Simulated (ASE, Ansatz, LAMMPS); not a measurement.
# Localised basis functions on twisted graphene bilayer, 52.66° (244 atoms), part 2 of 2

Aim: test how closely localised support functions follow the reference on twisted graphene bilayer, 52.66° (244 atoms), and at what cost.

Ansatz 0.2.0; Kohn-Sham DFT, PBE+D3(BJ), PAW (set soft_2), plane waves.

The cell: 244 C. Beside vacuum, support functions can miss their usual error bounds without a warning. Only the Γ point is sampled, in a cell whose shortest periodic width is 17 Å.

So far: Starting point; How the cell was made; Plane-wave single point; Local order.

### 4. Local order (continued)

Bond angles, per cent of each kind in bins of 5°:

```tsv
angle (°)	C-C-C
115–120	54.4
120–125	45.6
```

Bond angles (no mean is given where the spread exceeds 20°):

```tsv
angle	count	mean (°)	spread (°)
C-C-C	732	120	0
```

Counting bonds as in the table, all C atoms have 3 bonded neighbours.

A closer look about C182, picked at random: 13 atoms, nearest first, numbered in the order of the input, with positions taken from that point.

```tsv
atom	x	y	z	distance (Å)	bonds	intrinsic-atomic-orbital charge (e)
C182	0.00	0.00	0.00	0.00	3	0.00
C179	0.79	1.18	0.00	1.42	3	0.00
C193	-1.42	0.09	0.00	1.42	3	0.00
C181	0.63	-1.27	0.00	1.42	3	0.00
C168	2.20	1.09	0.00	2.46	3	0.00
C196	-2.20	-1.09	0.00	2.46	3	0.00
C170	2.05	-1.36	0.00	2.46	3	0.00
C184	-0.16	-2.46	0.00	2.46	3	0.00
C180	0.16	2.46	0.00	2.46	3	0.00
C194	-2.05	1.36	0.00	2.46	3	0.00
C167	2.83	-0.18	0.00	2.84	3	0.00
C195	-1.57	-2.36	0.00	2.84	3	0.00
C191	-1.26	2.55	0.00	2.84	3	0.00
```

The column of bonds counts only the pairs C-C within 1.82 Å; other neighbours, such as metal atoms beside each other in a compound, aren't counted, and periodic images can show an atom twice.

### 5. Support functions medium

With localised support functions most steps grow linearly with size, though the diagonalisation grows faster unless the density matrix is cut; this run measures error and cost at this size. The level medium gives here a grid of 90×90×72 points and a radius of 3.48 Å.

This step: Kohn-Sham DFT, PBE+D3(BJ), PAW (set soft_2), localised support functions (medium) (Ansatz 0.2.0).

Input file input.yaml:

```yaml
crystal:
  lattice:
    - [19.2132, 0.0, 0.0]
    - [-9.6066, 16.63912, 0.0]
    - [0.0, 0.0, 15.53]
  atoms:
    [... the 244 atom lines of step 3 ...]
kpoints:
  mp_grid: { grid: [1, 1, 1] }
hamiltonian:
  xc: pbe
  dispersion: d3bj
scf:
  occupations: { method: gaussian, width: 0.05 }
  eigensolver: { kind: { support_functions: { accuracy: medium } } }
  mixing: { beta: 0.4 }
  max_iter: 150
output:
  forces: true
  eigenvalues: true
```

The run is started by

```
ansatz run input.yaml --threads 8 --pin off --max-ram 15872MiB --backend cpu --events-out ev --progress --plain --runs-dir out
```

Numbers of over 12 decimals in the logs are rounded to 6 here.

The log of the run:

```text
Warning: scf.eigensolver.kind.support_functions: disabling space-group detection — the functions' gradient is summed over unrotated k-points, so no spatial operation reduces the k-mesh or symmetrises the density; time reversal is kept, so that k and −k are solved as one point where they differ and the mesh holds both, and exact exchange and, on two spinor components, a DFT+U term hold to it where the run has them: [...]
settings of this run that can trade accuracy for cost: scf.eigensolver.kind.support_functions [...]
[...]
Crystal: 244 atoms, lattice volume = 4964.797 Å³
Basis set: ecut = 420 eV, 96957 PW (Γ), exchange–correlation on 270×270×216 points (8 copies of the dense FFT grid, shifted against one another)
Bands: 586, of which v1, the nominal top of the filled ones, is band 488 counted from 1 (487 counted from 0)
Symmetry: 1 space group operations
k-points: 1
[...]
Eigensolver: Support functions (medium, 90×90×72 points, laid for a spacing of at most 0.228497 Å, radius 3.483900 Å, 159 sites without an atom, 1 species' potentials softened for the grid, 1 wholly corrected for its errors in the mean over positions, 1 with the egg-box correction, energy correction by stochastic trace)
[...]
SCF iter   1: F=—  HF=-61315.185941 eV  |F-HF|=—  |Δ(HF+E_count)|=         —  Δρ=7.06e-2  dr2=2.41e2  ethr=1.00e-1
[...]
SCF iter  10: F=—  HF=-61259.356890 eV  |F-HF|=—  |Δ(HF+E_count)|=   1.85e-3  Δρ=1.91e-5  dr2=9.76e-6  ethr=4.52e-9  κ⁻¹=2.9e-8(r=7)
SCF iter  11: F=-61259.356892 eV  HF=-61259.356892 eV  |F-HF|=9.93e-8  |Δ(HF+E_count)|=   2.70e-6  Δρ=5.03e-6  dr2=6.31e-7  ethr=1.00e-9
SCF 1 converged in 11 iterations: F = -61259.369361 eV  dr2 = 6.31e-7
[...]
SCF converged after 11 iterations
Stability not checked: this state was not tested for a lower state beside it, because the mixer in use, unlike msr1, does not test its closes by its own steps (another_mixer; see scf.mixing.algorithm and scf.lower_state_search)
Free energy (F): -61259.369361 eV
[...]
Internal energy: -61259.369361 eV  (E = F + TS)
E sigma→0 (E₀):  -61259.369361 eV
Fermi energy:    0.659575 eV
[...]
Σ components = -61259.369361   (vs F -61259.369361, Δ=0.00e0)
--- Forces (eV/Å), atoms counted from 1 ---
  atom   1  C      0.01433068    -0.00388633    -0.02788959
  atom   2  C      0.00536529     0.01215437    -0.02541589
  atom   3  C      0.00644521     0.00376664    -0.03279304
  atom   4  C     -0.00196715     0.01676096    -0.02895584
[...]
atom 244  C     -0.00260958     0.00020280     0.03444997
  max |Σ_I F_I| component: 3.07e-3 eV/Å
--- Band table (eV) ---
[...]
```

Run time: 2.1 min. Hardware: 8 threads of Arm Neoverse V2, shared host; peak memory 7.2 GiB; 16 min of CPU time.

The program notes that the band table was not solved further than the SCF left it and it switched symmetry off.

Keys that differ from the reference: support_functions.accuracy = "medium", scf.max_iter = 150 and scf.mixing.beta = 0.4.

Forces differ from the reference by 2.6 meV/Å r.m.s.; the energy by -3.8 meV/atom.

### 6. All settings compared

Differences are against the plane-wave reference (Kohn-Sham DFT, PBE+D3(BJ), PAW (set soft_2), plane waves), whose r.m.s. force component is 0.0136 eV/Å. Energies are set beside the reference only for runs with its functional, potentials and electron count. Times are for 8 threads of Arm Neoverse V2, shared host. The reference's time includes the DOS and grids, which some other runs skip.

```tsv
run	Δ force, r.m.s. (meV/Å)	Δ energy (meV/atom)	cycles	time	host memory (GiB)
reference	-	-	9	1.9 min	7.8
support functions medium	2.60	-3.80	11	2.1 min	7.2
```

### 7. Results

```
free energy per atom                          : -251.0592 eV/atom
r.m.s. force component                        : 0.01358 eV/Å
potential in mid-vacuum, over the Fermi level : 4.228 eV
wall time of the 2 DFT runs                   : 3.9 min
```

The setting support functions medium changes forces by 2.6 meV/Å r.m.s. Differences between support functions and plane waves include what basis error the plane-wave run still has.

No gap is quoted: the bands of a honeycomb sheet meet or nearly meet at one point of the zone, so the spacing of levels depends on whether the mesh holds it and on how the neighbours disturb the sheet. The potential stands 4.23 eV above the Fermi level over the upper face and 4.23 eV under the lower one, a reading of the work function, with no dipole correction. The Fermi level falls in a spacing of 2.0 eV between levels, so it is uncertain by that much. Counting bonds as in the table, all C atoms have 3 bonded neighbours.

[Logs are printed without paths, hosts, clocks, repeated set-up lines and the standing remarks that a program may print on its own settings, such as how far it seeks lower states.]

[Hosts, paths, dates, database ids (printed as entryN), source tags and the programs' standing remarks are cut or masked in the printed files.]
